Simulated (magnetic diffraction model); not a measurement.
**Solving a magnetic structure from powder neutron data: YbSi2IrPb**

Space group P4/nmm (no. 129, origin choice 1), a = 4.4300 Å, c = 10.6940 Å.

```
site  atom    x    y       z
  2a    Pb  1/2  1/2       0
  2c    Ir  1/2    0  0.3788
  2c    Yb  1/2    0  0.7429
  2b    Si  1/2  1/2     1/2
  2c    Si  1/2    0  0.1330
```

The compound is invented for this exercise: a known structure type with other elements, its cell scaled to their sizes and not relaxed.

Only Yb is taken to order (form factors of Yb3+); orders and moment sizes are assumed, and not adapted to the symmetry. Radiation: neutrons of λ = 2.52 Å (absorption by Ir left out), 5° to 75°; isotropic B of 0.12 Å² (Pb), 0.14 Å² (Ir), 0.14 Å² (Yb) and 0.23 Å² (Si). Simulated constant-wavelength pattern: nuclear and magnetic terms add, the magnetic one as |2.695 fm × Σ f S⊥ exp(2πi Q·r) exp(−B s²)|², summed over all Q at one angle with the factor 1/(sin²θ cos θ). For collinear order S is the moment m, which repeats by lattice and centring translations R with the sign exp(−2πi k·R). Free-ion form factors, Sears's scattering lengths of 1992, no absorption; a label names one of the reflections at its angle. The strongest nuclear line in the range is 100, and lines under 0.2 are left out.

Above the ordering temperature:

```csv
2θ (°),index,I
27.26,(0 0 2),0.2
35.86,(1 0 1),1.3
41.40,(0 0 3),6.9
43.35,(1 0 2),6.5
47.44,(1 1 0),18.1
49.56,(1 1 1),20.8
53.96,(1 0 3),81.5
55.57,(1 1 2),100.0
56.24,(0 0 4),4.6
66.80,(1 0 4),1.9
69.34,(2 0 0),89.2
72.19,(0 0 5),2.0
```

Below it (cell unchanged):

| 2θ (°) | I |
| --- | --- |
| 23.20 | 3.4 |
| 26.96 | 6.3 |
| 27.26 | 0.2 |
| 35.86 | 1.3 |
| 36.09 | 4.4 |
| 41.40 | 6.9 |
| 43.35 | 6.5 |
| 47.44 | 18.1 |
| 47.99 | 2.7 |
| 49.56 | 20.8 |
| 53.45 | 1.2 |
| 53.96 | 81.5 |
| 55.41 | 2.5 |
| 55.57 | 100.0 |
| 56.24 | 4.6 |
| 61.02 | 2.3 |
| 61.65 | 1.7 |
| 66.80 | 1.9 |
| 69.34 | 89.2 |
| 69.78 | 2.0 |
| 72.19 | 2.0 |
| 74.22 | 0.3 |

**Question.** Find the propagation vector, then choose among these models:
A. collinear moments along [001], 2.3 μB on Yb; signs + at (1/2, 0, 0.7429), + at (0, 1/2, 0.2571)
B. collinear moments along [010], 2.3 μB on Yb; signs + at (1/2, 0, 0.7429), + at (0, 1/2, 0.2571)
C. collinear moments along [010], 2.3 μB on Yb; signs + at (1/2, 0, 0.7429), − at (0, 1/2, 0.2571)
D. collinear moments along [001], 2.3 μB on Yb; signs + at (1/2, 0, 0.7429), − at (0, 1/2, 0.2571)

The new lines index as (1/2 -1/2 0) at 23.20°, (1/2 1/2 1) at 26.96°, (1/2 -1/2 2) at 36.09° and (1/2 1/2 3) at 47.99°, that is as H ± k with k = (1/2 1/2 0). Half indices mean that the moments reverse under translations with k·R a half-integer, and the magnetic cell has twice the primitive volume.

Magnetic intensity, observed (below minus above) and for each model:

| 2θ (°) | index | observed | A | B | C | D |
| --- | --- | --- | --- | --- | --- | --- |
| 23.20 | (1/2 -1/2 0) | 3.4 | 6.7 | 3.4 | 3.4 | 6.7 |
| 26.96 | (1/2 1/2 1) | 6.3 | 7.4 | 6.3 | 6.3 | 7.4 |
| 36.09 | (1/2 -1/2 2) | 4.4 | 2.3 | 4.4 | 4.4 | 2.3 |
| 47.99 | (1/2 1/2 3) | 2.7 | 0.8 | 2.7 | 2.7 | 0.8 |
| 53.45 | (3/2 1/2 0) | 1.2 | 2.5 | 1.2 | 1.2 | 2.5 |
| 55.41 | (3/2 -1/2 1) | 2.5 | 4.3 | 2.5 | 2.5 | 4.3 |
| 61.02 | (3/2 1/2 2) | 2.3 | 3.0 | 2.3 | 2.3 | 3.0 |
| 61.65 | (1/2 1/2 4) | 1.7 | 0.3 | 1.7 | 1.7 | 0.3 |

Models B and C match alike on every line, so these data can't choose among them (such ties are often domains of one structure).

The structure used: k = (1/2 1/2 0), collinear moments along [010], 2.3 μB on Yb; signs + at (1/2, 0, 0.7429), − at (0, 1/2, 0.2571).

[Logs are printed without paths, hosts, clocks, repeated set-up lines and the standing remarks that a program may print on its own settings, such as how far it seeks lower states.]
